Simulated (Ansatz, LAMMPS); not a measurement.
## Finding the fault: glassy 57SiO2-27Al2O3-16BaO (mol %) (149 atoms)

Program: Ansatz 0.2.0. The cell: 25 Si, 24 Al, 7 Ba and 93 O.

File input.yaml:

```yaml
crystal:
  lattice:
    - [12.514, 0.0, 0.0]
    - [0.0, 12.514, 0.0]
    - [0.0, 0.0, 12.514]
  atoms:
    - { symbol: Si, position: [0.64357, 0.2394, 0.01029] }
    - { symbol: Si, position: [0.49532, 0.48535, 0.39649] }
    - { symbol: Si, position: [0.5764, 0.72184, 0.6669] }
    - { symbol: Si, position: [0.1826, 0.23865, 0.41625] }
    - { symbol: Si, position: [0.60424, 0.38747, 0.8107] }
    - { symbol: Si, position: [0.8887, 0.721, 0.89425] }
    - { symbol: Si, position: [0.6292, 0.35352, 0.55332] }
    - { symbol: Si, position: [0.85724, 0.10276, 0.99796] }
    - { symbol: Si, position: [0.2603, 0.75945, 0.86175] }
    - { symbol: Si, position: [0.65949, 0.82917, 0.87854] }
    - { symbol: Si, position: [0.7625, 0.51578, 0.96061] }
    - { symbol: Si, position: [0.43938, 0.90386, 0.56042] }
    - { symbol: Si, position: [0.14288, 0.54502, 0.92952] }
    - { symbol: Si, position: [0.2374, 0.72188, 0.19826] }
    - { symbol: Si, position: [0.45747, 0.07521, 0.74529] }
    - { symbol: Si, position: [0.27336, 0.60062, 0.42044] }
    - { symbol: Si, position: [0.28202, 0.21052, 0.62651] }
    - { symbol: Si, position: [0.10825, 0.95542, 0.91434] }
    [... 125 atom lines left out ...]
    - { symbol: O, position: [0.48177, 0.9236, 0.06626] }
    - { symbol: O, position: [0.93064, 0.72514, 0.59105] }
    - { symbol: O, position: [0.28135, 0.19935, 0.49915] }
    - { symbol: O, position: [0.64477, 0.82227, 0.37969] }
    - { symbol: O, position: [0.13975, 0.35267, 0.44104] }
    - { symbol: O, position: [0.72433, 0.06382, 0.36286] }
kpoints:
  mp_grid: { grid: [1, 1, 1] }
hamiltonian:
  xc: pbe
scf:
  occupations: { method: fermi_dirac, width: 0.05 }
  eigensolver: { kind: { support_functions: { accuracy: medium, radius: 3.09 } } }
  max_iter: 150
output:
  forces: true
  eigenvalues: true
```

Command:

```
$ ansatz run input.yaml --threads 8 --pin off --max-ram 15872MiB --backend cpu --events-out ev --progress --plain --runs-dir out
```

What it wrote:

```text
Warning: scf.eigensolver.kind.support_functions: disabling space-group detection — the functions' gradient is summed over unrotated k-points, so no spatial operation reduces the k-mesh or symmetrises the density; time reversal is kept, so that k and −k are solved as one point where they differ and the mesh holds both, and exact exchange and, on two spinor components, a DFT+U term hold to it where the run has them: [...]
Warning: basis.ecutwfc = 464 eV, auto-derived: no grid that the accuracy of the support functions lays serves the files at the lower one that their records recommend; a deck with other species or settings can derive another value
settings of this run that can trade accuracy for cost: scf.eigensolver.kind.support_functions [...]
Engine: ansatz 0.2.0, x86_64-unknown-linux-gnu
Pseudopotentials: kind: paw
Pseudopotential: Si, paw, valence charge 4, recommended cutoff 420 eV (normal), Si.paw.azcp
Pseudopotential: Al, paw, valence charge 3, recommended cutoff 420 eV (normal), Al.paw.azcp
Pseudopotential: Ba, paw, valence charge 10, recommended cutoff 420 eV (normal), Ba.paw.azcp
Pseudopotential: O, paw, valence charge 6, recommended cutoff 420 eV (normal), O.paw.azcp
[... 5 lines on functional and potentials left out ...]
Error: SCF: the radius of support functions is under 3.46 Å, the least for these sites at the functions' level (scf.eigensolver.kind.support_functions.accuracy). Use scf.eigensolver.kind: auto, or type scf.eigensolver.kind.support_functions.radius at least as long, [...]
```

Elapsed: 3.3 s, on 8 threads of Intel Xeon Platinum 8488C (Sapphire Rapids), shared host; peak memory 0.49 GiB.

**Question.** What is wrong with this input, and how is it mended?

A radius under the least that the level allows: support_functions.radius = 3.09.

The fix is to use a longer radius.

The run ended with an error.

[Logs are printed without paths, hosts, clocks, repeated set-up lines and the standing remarks that a program may print on its own settings, such as how far it seeks lower states.]

[Hosts, paths, dates, database ids (printed as entryN), source tags and the programs' standing remarks are cut or masked in the printed files.]
